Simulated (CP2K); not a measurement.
Consider 2-silyloxazole at its PBE geometry (Å).

```xyz
11

Si    2.0842    0.0422    0.1569
C     0.2159   -0.0517    0.0605
N    -0.5805   -0.7082    0.8691
C    -1.8677   -0.4494    0.4117
C    -1.8001    0.3694   -0.6757
O    -0.4784    0.6430   -0.9294
H     2.4688    0.6520    1.4577
H     2.6516   -1.3297    0.0664
H     2.5744    0.8797   -0.9686
H    -2.7442   -0.8695    0.8933
H    -2.5239    0.8222   -1.3420
```

Method: CP2K XAS_TDP, all-electron GAPW, PBEh(45%), aug-pc-1, TDA, GW2X-corrected core level, no relativity.

Q: Predict the bright core excitations at the N K edge.

Leading lines: N3 399.49 eV. The leading line of an atom is its first one with 35 % of the strongest within 2.5 eV of its lowest line over the strength cut. Core ionisation energies at this level: N3 405.09 eV.

The first six lines of each atom with a strength over 0.0015:

| atom | energy (eV) | states | strength, one atom | above the computed threshold |
| --- | --- | --- | --- | --- |
| N3 (bonded to 2 C) | 399.49 | 1 | 0.0506 |  |
|  | 402.86 | 1 | 0.0053 |  |
|  | 403.97 | 1 | 0.0022 |  |
|  | 404.91 | 1 | 0.0051 |  |
|  | 404.98 | 1 | 0.0015 |  |
|  | 405.21 | 1 | 0.0022 | yes |

Lines are vertical, at one geometry, with no vibrational structure. GW2X ionisation energies and lines can be off by 1 to 2 eV either way, and a good line position may hide errors that cancel. These values hold no scalar relativity, about 0.2 eV for N 1s. Rydberg lines, and the discretised continuum above threshold, depend on the basis and the box.

[Banner, clock and machine lines of the logs are left out without a mark of their own.]

[Logs are printed without paths, hosts, clocks, repeated set-up lines and the standing remarks that a program may print on its own settings, such as how far it seeks lower states.]

[Hosts, paths, dates, database ids (printed as entryN), source tags and the programs' standing remarks are cut or masked in the printed files.]
